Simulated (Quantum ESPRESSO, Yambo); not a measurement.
A convergence test on NbInO4 (P2/c).

```xyz
12
Lattice="4.8355 0.0000 0.0000 0.0000 5.7709 0.0000 -0.1014 0.0000 5.1430" Properties=species:S:1:pos:R:3 pbc="T T T"
Nb   -0.0254    1.0084    1.2857
Nb   -0.0761    4.7625    3.8572
In    2.3924    3.9172    1.2857
In    2.3417    1.8537    3.8572
O     1.1713    3.5847    4.6328
O     3.5121    3.5847    3.0817
O     3.5628    2.1862    0.5102
O     1.2220    2.1862    2.0613
O     0.9847    5.1700    2.2426
O     3.8001    5.1700    0.3289
O     3.7493    0.6009    2.9004
O     0.9340    0.6009    4.8141
```

Geometry: measured (diffraction); atoms relaxed with LDA. The runs that relaxed it are not among those shown.

Program: Yambo 5.3.0; LDA start, 4×2×2 mesh, Godby-Needs plasmon pole.

```tsv
bands	screening cutoff (eV)	gap on the mesh (eV)
128	88.4	5.255
336	88.4	4.927
128	149.7	5.214
```

**Question.** If the two steps added up, what gap would 336 bands at 149.7 eV give? Do they add up?

From the first row, the second adds −0.328 eV and the third −0.041 eV, so the sum predicts 5.255 −0.328 −0.041 = 4.886 eV. The run gave 4.927 eV, +0.041 eV from that. They don't add up: at the higher cutoff the same bands are worth −0.287 eV.

Limits: not at the basis limit; no spin-orbit coupling; coarse k mesh.

[Paths, hosts, dates, memory and timing lines, banners, echoed tables and standing remarks are left out of the program output.]

[Logs are printed without paths, hosts, clocks, repeated set-up lines and the standing remarks that a program may print on its own settings, such as how far it seeks lower states.]

[Runs of the session that timed out or met a known fault of the program may be left out.]

[Hosts, paths, dates, database ids (printed as entryN), source tags and the programs' standing remarks are cut or masked in the printed files.]
